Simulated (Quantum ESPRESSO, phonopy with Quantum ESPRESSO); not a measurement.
# BAs (F-43m): a volume series of phonon spectra

Aim: how the vibrations of BAs shift with volume, and the expansion that follows.

Experimental results on record:
- volume expansion coefficient 11.55 1e-6/K near room temperature (given in “Basic Physical Properties of Cubic Boron Arsenide (three times its linear coefficient)”, 2019, arxiv:1911.11281)
- volume expansion coefficient 10.8 1e-6/K near room temperature (given in “Thermal expansion coefficients of high thermal conducting BAs and BP materials (three times its linear coefficient)”, 2019, arxiv:1906.04101)

Program: Quantum ESPRESSO 7.5. Level of theory: DFT PBE, scalar-relativistic, plane waves, GBRV ultrasoft pseudopotentials. Results are calculated unless marked as measured.

This is a report of a sequence of runs, with most program output left out.

### 1. The structure

It takes space group F-43m (No. 216, cubic). The conventional cell has a = 4.777 Å, b = 4.777 Å, c = 4.777 Å, α = 90.00°, β = 90.00°, γ = 90.00°. Nearest to B lie 4 As at 2.07 Å. Nearest to As lie 4 B at 2.07 Å. Farther neighbours are not listed.

As a file:

```cif
data_structure
_symmetry_space_group_name_H-M 'F-43m'
_symmetry_Int_Tables_number 216
_cell_length_a 4.7770
_cell_length_b 4.7770
_cell_length_c 4.7770
_cell_angle_alpha 90.000
_cell_angle_beta 90.000
_cell_angle_gamma 90.000
_cell_volume 109.01
loop_
_atom_site_label
_atom_site_type_symbol
_atom_site_symmetry_multiplicity
_atom_site_Wyckoff_symbol
_atom_site_fract_x
_atom_site_fract_y
_atom_site_fract_z
_atom_site_occupancy
B1 B 4 a 0.00000 0.00000 0.00000 1
As1 As 4 d 0.25000 0.25000 0.75000 1
```

### 2. Probe on a coarse mesh

Before spending time, one coarse run tells the gap and the pressure of the starting cell.

probe.in reads:

```
&CONTROL
  calculation = 'scf'
  prefix      = 'x'
  outdir      = './tmp'
  pseudo_dir  = './pseudo'
  tprnfor     = .true.
  tstress     = .true.
  verbosity   = 'high'
/
&SYSTEM
  ibrav       = 0
  nat         = 2
  ntyp        = 2
  ecutwfc     = 40.0
  ecutrho     = 240.0
  occupations = 'smearing'
  smearing    = 'gaussian'
  degauss     = 0.01
/
&ELECTRONS
  conv_thr         = 1.0d-07
  mixing_beta      = 0.7
  electron_maxstep = 100
/
ATOMIC_SPECIES
 B      10.8100  B.upf
 As     74.9216  As.upf
CELL_PARAMETERS angstrom
     0.000000000    2.388500000    2.388500000
     2.388500000    0.000000000    2.388500000
     2.388500000    2.388500000    0.000000000
ATOMIC_POSITIONS crystal
 B      0.000000000   0.000000000   0.000000000
 As     0.250000000   0.250000000   0.250000000
K_POINTS automatic
 6 6 6 0 0 0
```

Command:

```sh
> OMP_NUM_THREADS=1 mpirun -n 8 pw.x -nk 8 -in probe.in > probe.out
```

Elapsed: 1.2 s, on 8 MPI ranks of Arm Neoverse V1, shared host; 9.2 s of CPU time.

A gap read on the k-mesh alone can miss the band edges.

Numbers from this step:

```yaml
volume_per_atom: 13.63 Å³
pressure: 3.756 GPa
gap_on_the_k_mesh: 1.281 eV
```

The start is under 3.8 GPa at this level and looks like an insulator or semiconductor on this mesh.

### 3. Finding the static equilibrium

The vibrations must be taken about the equilibrium of this functional, not about the starting cell, so the structure is relaxed.

relax.in reads:

```
&CONTROL
  calculation   = 'vc-relax'
  prefix        = 'x'
  outdir        = './tmp'
  pseudo_dir    = './pseudo'
  tprnfor       = .true.
  tstress       = .true.
  forc_conv_thr = 2.0d-05
  etot_conv_thr = 1.0d-07
  nstep         = 40
/
&SYSTEM
  ibrav       = 0
  nat         = 2
  ntyp        = 2
  ecutwfc     = 40.0
  ecutrho     = 240.0
  occupations = 'fixed'
  nbnd        = 6
/
&ELECTRONS
  conv_thr         = 1.0d-11
  mixing_beta      = 0.7
  electron_maxstep = 100
/
&IONS
/
&CELL
  press_conv_thr = 0.1
/
ATOMIC_SPECIES
 B      10.8100  B.upf
 As     74.9216  As.upf
CELL_PARAMETERS angstrom
     0.000000000    2.388500000    2.388500000
     2.388500000    0.000000000    2.388500000
     2.388500000    2.388500000    0.000000000
ATOMIC_POSITIONS crystal
 B      0.000000000   0.000000000   0.000000000
 As     0.250000000   0.250000000   0.250000000
K_POINTS automatic
 10 10 10 0 0 0
```

Command:

```sh
> OMP_NUM_THREADS=1 mpirun -n 8 pw.x -nk 8 -in relax.in > relax.out
```

Elapsed: 4.9 s, on 8 MPI ranks.

The steps of the relaxation:

```tsv
step	energy less that of the first step (eV)	largest force (eV/Å)	volume (Å³)
1	0.0000	0.0000	27.25
2	-0.0076	0.0000	27.77
3	-0.0083	0.0000	27.98
4	-0.0083	0.0000	27.98
5	-0.0085	0.0000	27.98
```

```tsv
conventional cell, symmetrised	before	after	change
a (Å)	4.777	4.819	+0.9 %
b (Å)	4.777	4.819	+0.9 %
c (Å)	4.777	4.819	+0.9 %
volume (Å³/atom)	13.63	13.99	+2.7 %
```

The relaxed structure:

```
CELL_PARAMETERS angstrom
0.00000 2.40971 2.40971
2.40971 0.00000 2.40971
2.40971 2.40971 0.00000
ATOMIC_POSITIONS crystal
B 0.00000 0.00000 0.00000
As 0.25000 0.25000 0.25000
```

Numbers from this step:

| Item | Value |
| --- | --- |
| volume per atom | 13.99 Å³ |
| pressure | 0.009 GPa |
| gap on the k-mesh | 1.209 eV |

After the last step pw.x solved the final cell once more on a basis chosen for it, which moves the energy without moving the atoms.

### 4. Self-consistent run

A tight ground state at this cell gives the energy of this member; its pressure is the stress at this cutoff, which can carry an offset from the finite basis.

scf.in reads:

```
&CONTROL
  calculation = 'scf'
  prefix      = 'x'
  outdir      = './tmp'
  pseudo_dir  = './pseudo'
  tprnfor     = .true.
  tstress     = .true.
/
&SYSTEM
  ibrav       = 0
  nat         = 2
  ntyp        = 2
  ecutwfc     = 40.0
  ecutrho     = 240.0
  occupations = 'fixed'
  nbnd        = 6
/
&ELECTRONS
  conv_thr         = 1.0d-12
  mixing_beta      = 0.7
  electron_maxstep = 100
/
ATOMIC_SPECIES
 B      10.8100  B.upf
 As     74.9216  As.upf
CELL_PARAMETERS angstrom
     0.000000000    2.409710468    2.409710468
     2.409710468    0.000000000    2.409710468
     2.409710468    2.409710468    0.000000000
ATOMIC_POSITIONS crystal
 B      0.000000000   0.000000000   0.000000000
 As     0.250000000   0.250000000   0.250000000
K_POINTS automatic
 12 12 12 0 0 0
```

Command:

```sh
> OMP_NUM_THREADS=1 mpirun -n 8 pw.x -nk 8 -in scf.in > scf.out
```

Wall time 2.2 s (8 MPI ranks).

Numbers from this step:

| Property | Result |
| --- | --- |
| pressure | 0.01 GPa |
| gap on the k-mesh | 1.217 eV |

On a basis chosen for the relaxed cell the pressure is 0.01 GPa, small enough for phonons.

### 5. Zone-centre response

In a polar crystal the Born charges and ε∞ give the long-range dipole term that a finite supercell misses. They are those of this k-mesh and were not tested on a denser one; where the gap is small they converge slowly, and the LO modes with them.

ph.in reads:

```
phonons
&INPUTPH
  prefix = 'x'
  outdir = './tmp'
  fildyn = 'x.dyn'
  tr2_ph = 1.0d-18
  epsil  = .true.
/
0.000000000 0.000000000 0.000000000
```

scf.in is that of step 4.

Command:

```sh
> OMP_NUM_THREADS=1 mpirun -n 8 ph.x -nk 8 -in ph.in > ph.out
```

Run time: 19 s. Hardware: 8 MPI ranks; 2.6 min of CPU time.

This step gave:

- Γ frequencies: 12.98, 12.98, 12.98, 680.6, 680.6, 680.6 cm⁻¹ (negative: imaginary)
- Γ symmetry: T_2 G_15 P_4 I+R, T_2 G_15 P_4 I+R, T_2 G_15 P_4 I+R, T_2 G_15 P_4 I+R, T_2 G_15 P_4 I+R, T_2 G_15 P_4 I+R

ε∞:

```
9.90 0.00 0.00
0.00 9.90 0.00
0.00 0.00 9.90
```

Born charge (rows field, columns displacement), before the sum rule (e), principal values of the symmetric part by kind of site:

```tsv
atom	atoms with these values	low	middle	high	mean
B1	1	-0.4402	-0.4402	-0.4402	-0.4402
As2	1	0.4364	0.4364	0.4364	0.4364
```

In full for B1:

```
-0.4402  0.0000  0.0000
 0.0000 -0.4402  0.0000
 0.0000  0.0000 -0.4402
```

The Born charges sum to zero within 0.0038 e; the rest is removed before use. Acoustic frequencies in this log differ from zero by the error of the sum rule, which ph.x does not impose.

### 6. A displaced supercell

One atom (for the harmonic constants) or a pair of atoms (for the cubic ones) is moved by a few hundredths of an ångström; the forces on all atoms give a column of force constants. The threshold is tight because the forces are small.

System of this step: BAs. The cell holds 54 atoms: 27 B and 27 As. Cell: a = 10.224 Å, b = 10.224 Å, c = 10.224 Å, α = 60.0°, β = 60.0°, γ = 60.0°. It derives from BAs, repeated 3×3×3.

disp-00001.in reads:

```
&CONTROL
  calculation = 'scf'
  prefix      = 'x'
  outdir      = './tmp'
  pseudo_dir  = './pseudo'
  tprnfor     = .true.
  disk_io     = 'none'
/
&SYSTEM
  ibrav       = 0
  nat         = 54
  ntyp        = 2
  ecutwfc     = 40.0
  ecutrho     = 240.0
  occupations = 'fixed'
  nbnd        = 110
/
&ELECTRONS
  conv_thr         = 1.0d-11
  mixing_beta      = 0.7
  electron_maxstep = 100
/
ATOMIC_SPECIES
 B      10.8100  B.upf
 As     74.9216  As.upf
CELL_PARAMETERS angstrom
     0.000000000    7.229131404    7.229131404
     7.229131404    0.000000000    7.229131404
     7.229131404    7.229131404    0.000000000
ATOMIC_POSITIONS crystal
 B      0.001956270   0.000000000   0.000000000
 B      0.333333333   0.000000000   0.000000000
 B      0.666666667   0.000000000   0.000000000
 B      0.000000000   0.333333333   0.000000000
 B      0.333333333   0.333333333   0.000000000
 B      0.666666667   0.333333333   0.000000000
 B      0.000000000   0.666666667   0.000000000
 B      0.333333333   0.666666667   0.000000000
[... 42 atom lines left out ...]
 As     0.750000000   0.416666667   0.750000000
 As     0.083333333   0.750000000   0.750000000
 As     0.416666667   0.750000000   0.750000000
 As     0.750000000   0.750000000   0.750000000
K_POINTS automatic
 3 3 3 0 0 0
```

Command:

```sh
> OMP_NUM_THREADS=1 mpirun -n 4 pw.x -nk 4 -in disp-00001.in > disp-00001.out
```

Wall time 15 min (4 MPI ranks).

Numbers from this step:

| Item | Value |
| --- | --- |
| gap on the k-mesh | 1.255 eV |

Force (size) by element, in eV/Å:

```tsv
element	atoms	mean	spread (r.m.s.)	least	largest
B	27	0.016	0.060	0.001	0.319
As	27	0.015	0.035	0.000	0.137
```

The atoms with the largest values:

```tsv
atom	x, y, z (Å)	force (eV/Å)
B1	0.00, 0.01, 0.01	-0.008, -0.226, -0.226
As28	1.20, 1.20, 1.20	0.060, 0.087, 0.087
As30	1.20, 6.02, 6.02	-0.052, 0.082, 0.082
As34	6.02, 1.20, 6.02	0.001, 0.028, 0.029
As46	6.02, 6.02, 1.20	0.001, 0.029, 0.028
B7	4.82, 0.00, 4.82	0.006, -0.011, 0.006
B19	4.82, 4.82, 0.00	0.006, 0.006, -0.011
B20	4.82, 7.23, 2.41	-0.006, -0.011, 0.006
```

At this level the gap is 1.25 eV on the k-mesh of the self-consistent run, which can miss the band edges.

### 7. A displaced supercell

disp-00002.in, as its differences from disp-00001.in of step 6:

```diff
@@ -30,3 +30,3 @@
 ATOMIC_POSITIONS crystal
- B      0.001956270   0.000000000   0.000000000
+ B      0.000000000   0.000000000   0.000000000
  B      0.333333333   0.000000000   0.000000000
@@ -57,3 +57,3 @@
  B      0.666666667   0.666666667   0.666666667
- As     0.083333333   0.083333333   0.083333333
+ As     0.085289604   0.083333333   0.083333333
  As     0.416666667   0.083333333   0.083333333
```

Command:

```sh
> OMP_NUM_THREADS=1 mpirun -n 4 pw.x -nk 4 -in disp-00002.in > disp-00002.out
```

Wall time 15 min (4 MPI ranks).

### 8. Lattice dynamics at this volume, V/V0 1

This step: DFT PBE, scalar-relativistic, plane waves, GBRV ultrasoft pseudopotentials (phonopy with Quantum ESPRESSO 4.10.0 / 7.5).

Elapsed: 15 min, on 8 threads.

Numbers from this step:

```yaml
point_group: -43m
highest_frequency: 709.5 cm⁻¹
debye_temperature_from_the_second_moment: 901 K
lowest_frequency_on_the_path: 0 cm⁻¹
zero_point_energy: 0.1590 eV/cell
gamma_frequencies: 0, 0, 0, 680.3, 680.3, 680.3 cm⁻¹ (negative: imaginary)
```

Phonopy, LO-TO term from ph.x's tensors. Phonon branches along the path, in cm⁻¹:

```tsv
point	branch 1	branch 2	branch 3	branch 4	branch 5	branch 6
Γ	0	0	0	680	680	683
halfway	148	148	226	645	645	701
X	188	188	310	598	598	710
halfway	187	205	303	599	602	704
U	185	239	282	603	613	694
jump to K	185	239	282	603	613	694
halfway	132	167	231	652	658	684
Γ	0	0	0	680	680	683
halfway	110	110	218	664	664	686
L	138	138	301	648	648	682
halfway	173	211	284	621	634	684
W	210	246	266	597	619	687
halfway	199	209	296	598	607	700
X	188	188	310	598	598	710
```

Harmonic. Thermo, by row:

```tsv
T (K)	F_vib (meV/atom)	S (J/mol-atom/K)	C_V (J/mol-atom/K)
0	79.52	0	0
50	79.45	0.578	1.846
100	78.49	3.382	6.602
150	75.87	6.741	10.06
200	71.51	10.04	12.97
250	65.48	13.21	15.4
300	57.85	16.2	17.33
350	48.73	18.98	18.81
400	38.21	21.57	19.93
450	26.41	23.97	20.8
500	13.4	26.2	21.47
550	-0.72	28.27	22
600	-15.88	30.2	22.42
650	-32	32.01	22.76
700	-49.04	33.71	23.04
750	-66.92	35.31	23.27
800	-85.61	36.81	23.46
850	-105.1	38.24	23.62
900	-125.2	39.59	23.75
950	-146.1	40.88	23.87
1000	-167.6	42.11	23.97
```

The modes has structure finer than the step of the table below, so its rows give means over 25 cm⁻¹, whole bins alone (the curve runs from -10 to 741 cm⁻¹). Peaks (cm⁻¹: height): As 183.6: 0.0248, 278.0: 0.0236; B 636.9: 0.0321, 688.8: 0.0468.

Phonopy on the run's constants, 21x21x21 mesh, Gaussian sigma 5.4 cm⁻¹. Modes against wavenumber; means over each step; values in 1/cm⁻¹/cell:

```tsv
wavenumber (cm⁻¹)	As	B
25	1.2e-4	1.8e-5
50	5.3e-4	7.3e-5
75	0.00131	1.8e-4
100	0.00283	3.6e-4
125	0.00684	7.9e-4
150	0.0149	0.00155
175	0.0215	0.00187
200	0.0170	0.00120
225	0.0110	6.3e-4
250	0.00921	4.1e-4
275	0.0198	3.5e-4
300	0.00726	6.5e-5
325	1.2e-4	0
350	0	0
375	0	0
400	0	0
425	0	0
450	0	0
475	0	0
500	0	0
525	0	0
550	0	0
575	9.2e-6	1.3e-4
600	8.4e-4	0.0142
625	0.00189	0.0299
650	0.00238	0.0242
675	0.00148	0.0221
700	8.8e-4	0.0215
725	5.6e-6	3.6e-4
```

No LO-TO term. The modes at Γ (shares of kinetic energy by element, %):

```tsv
mode	frequency (cm⁻¹)	symmetry	B %	As %
1	0.0	T2	13	87
2	0.0	T2	13	87
3	0.0	T2	13	87
4	680.3	T2	87	13
5	680.3	T2	87	13
6	680.3	T2	87	13
```

Displacements in mode 6 (680.3 cm⁻¹), the largest set to 1:
```
B1   0.00  1.00  0.04
As2  0.00 -0.14 -0.01
```

No mode is imaginary beyond numerical noise along the path.

The time given is that of the 2 pw.x runs on displaced cells behind this step.

The supercell is 8.3 Å across at its narrowest and was not tested against a larger one: only its own wavevectors are exact, and acoustic branches between them, with the entropy at low temperature, can be off.

### 9. Self-consistent run, V/V0 1.015

This step: DFT PBE, scalar-relativistic, plane waves, GBRV ultrasoft pseudopotentials (Quantum ESPRESSO 7.5).

System of this step: BAs. The structure is cubic, space group F-43m (No. 216). Conventional cell: a = 4.843 Å, b = 4.843 Å, c = 4.843 Å, α = 90.00°, β = 90.00°, γ = 90.00°. Nearest to B lie 4 As at 2.10 Å. Nearest to As lie 4 B at 2.10 Å. Farther neighbours are not listed.

scf.in: that of step 5 with these lines changed.

```diff
@@ -26,5 +26,5 @@
 CELL_PARAMETERS angstrom
-     0.000000000    2.409710468    2.409710468
-     2.409710468    0.000000000    2.409710468
-     2.409710468    2.409710468    0.000000000
+     0.000000000    2.421699275    2.421699275
+     2.421699275    0.000000000    2.421699275
+     2.421699275    2.421699275    0.000000000
 ATOMIC_POSITIONS crystal
```

Command:

```sh
> OMP_NUM_THREADS=1 mpirun -n 8 pw.x -nk 8 -in scf.in > scf.out
```

Elapsed: 2.8 s, on 8 MPI ranks; 22 s of CPU time.

At this level the gap is 1.23 eV on the k-mesh of the self-consistent run, which can miss the band edges.

### 10. Zone-centre response

ph.in is that of step 5.

scf.in is that of step 9.

Command:

```sh
> OMP_NUM_THREADS=1 mpirun -n 8 ph.x -nk 8 -in ph.in > ph.out
```

Run time: 28 s. Hardware: 8 MPI ranks.

The Born charges sum to zero within 0.0039 e; the rest is removed before use. Acoustic frequencies in this log differ from zero by the error of the sum rule, which ph.x does not impose.

### 11. A displaced supercell

System of this step: BAs. The cell holds 54 atoms: 27 B and 27 As. Its edges and angles: a = 10.274 Å, b = 10.274 Å, c = 10.274 Å, α = 60.0°, β = 60.0°, γ = 60.0°. It derives from BAs, repeated 3×3×3.

disp-00001.in: that of step 6 with these lines changed.

```diff
@@ -26,7 +26,7 @@
 CELL_PARAMETERS angstrom
-     0.000000000    7.229131404    7.229131404
-     7.229131404    0.000000000    7.229131404
-     7.229131404    7.229131404    0.000000000
+     0.000000000    7.265097824    7.265097824
+     7.265097824    0.000000000    7.265097824
+     7.265097824    7.265097824    0.000000000
 ATOMIC_POSITIONS crystal
- B      0.001956270   0.000000000   0.000000000
+ B      0.001946586   0.000000000   0.000000000
  B      0.333333333   0.000000000   0.000000000
```

Command:

```sh
> OMP_NUM_THREADS=1 mpirun -n 4 pw.x -nk 4 -in disp-00001.in > disp-00001.out
```

It took 16 min on 4 MPI ranks; 65 min of CPU time.

### 12. Lattice dynamics at this volume, V/V0 1.015

This step: DFT PBE, scalar-relativistic, plane waves, GBRV ultrasoft pseudopotentials (phonopy with Quantum ESPRESSO 4.10.0 / 7.5).

Run time: 16 min. Hardware: 8 threads.

Phonopy, LO-TO term from ph.x's tensors. Phonon branches along the path, in cm⁻¹:

```tsv
point	branch 1	branch 2	branch 3	branch 4	branch 5	branch 6
Γ	0	0	0	670	670	672
halfway	148	148	222	634	634	690
X	187	187	306	584	584	698
halfway	187	204	298	585	588	693
U	184	236	278	590	600	681
jump to K	184	236	278	590	600	681
halfway	132	165	227	641	647	673
Γ	0	0	0	670	670	672
halfway	110	110	214	653	653	675
L	138	138	296	636	636	670
halfway	172	209	280	609	623	671
W	208	244	261	583	608	674
halfway	198	208	292	584	594	688
X	187	187	306	584	584	698
```

No mode is imaginary beyond numerical noise along the path. The highest zone-centre mode (no LO–TO term) moved by -1.5 % for a volume change of +1.5 %.

The time given is that of the 2 pw.x runs on displaced cells behind this step.

### 13. Ground state at this cell, V/V0 0.985

This step: DFT PBE, scalar-relativistic, plane waves, GBRV ultrasoft pseudopotentials (Quantum ESPRESSO 7.5).

System of this step: BAs. The structure is cubic, space group F-43m (No. 216). The conventional cell has a = 4.795 Å, b = 4.795 Å, c = 4.795 Å, α = 90.00°, β = 90.00°, γ = 90.00°. B has 4 As at 2.08 Å nearest. Nearest to As lie 4 B at 2.08 Å. Farther neighbours are not listed.

scf.in: that of step 10 with these lines changed.

```diff
@@ -26,5 +26,5 @@
 CELL_PARAMETERS angstrom
-     0.000000000    2.421699275    2.421699275
-     2.421699275    0.000000000    2.421699275
-     2.421699275    2.421699275    0.000000000
+     0.000000000    2.397601166    2.397601166
+     2.397601166    0.000000000    2.397601166
+     2.397601166    2.397601166    0.000000000
 ATOMIC_POSITIONS crystal
```

Command:

```sh
> OMP_NUM_THREADS=1 mpirun -n 8 pw.x -nk 8 -in scf.in > scf.out
```

The job ended after 2.2 s (8 MPI ranks).

The run ends at a pressure of 2.07 GPa.

### 14. Born charges and dielectric tensor

ph.in is that of step 10.

scf.in is that of step 13.

Command:

```sh
> OMP_NUM_THREADS=1 mpirun -n 8 ph.x -nk 8 -in ph.in > ph.out
```

It took 19 s on 8 MPI ranks.

ε∞:

```
9.83 0.00 0.00
0.00 9.83 0.00
0.00 0.00 9.83
```

The Born charges sum to zero within 0.0037 e; the rest is removed before use. Acoustic frequencies in this log differ from zero by the error of the sum rule, which ph.x does not impose.

### 15. Forces on a displaced cell

System of this step: BAs. The cell holds 54 atoms: 27 B and 27 As. Cell: a = 10.172 Å, b = 10.172 Å, c = 10.172 Å, α = 60.0°, β = 60.0°, γ = 60.0°. It derives from BAs, repeated 3×3×3.

disp-00001.in: that of step 11 with these lines changed.

```diff
@@ -26,7 +26,7 @@
 CELL_PARAMETERS angstrom
-     0.000000000    7.265097824    7.265097824
-     7.265097824    0.000000000    7.265097824
-     7.265097824    7.265097824    0.000000000
+     0.000000000    7.192803497    7.192803497
+     7.192803497    0.000000000    7.192803497
+     7.192803497    7.192803497    0.000000000
 ATOMIC_POSITIONS crystal
- B      0.001946586   0.000000000   0.000000000
+ B      0.001966151   0.000000000   0.000000000
  B      0.333333333   0.000000000   0.000000000
```

Command:

```sh
> OMP_NUM_THREADS=1 mpirun -n 4 pw.x -nk 4 -in disp-00001.in > disp-00001.out
```

Wall time 15 min (4 MPI ranks).

### 16. Phonons, V/V0 0.985

This step: DFT PBE, scalar-relativistic, plane waves, GBRV ultrasoft pseudopotentials (phonopy with Quantum ESPRESSO 4.10.0 / 7.5).

The job ended after 15 min (8 threads; 2 h of CPU time).

No mode is imaginary beyond numerical noise along the path. The highest zone-centre mode (no LO–TO term) moved by +1.5 % for a volume change of -1.5 %.

The time given is that of the 2 pw.x runs on displaced cells behind this step.

[end of part 1 of 2]

[Logs are printed without paths, hosts, clocks, repeated set-up lines and the standing remarks that a program may print on its own settings, such as how far it seeks lower states.]

[Hosts, paths, dates, database ids (printed as entryN), source tags and the programs' standing remarks are cut or masked in the printed files.]

[A step with changed settings may run another functional than the one named; its input shows which.]

[Of the runs on displaced cells, only some may be shown.]
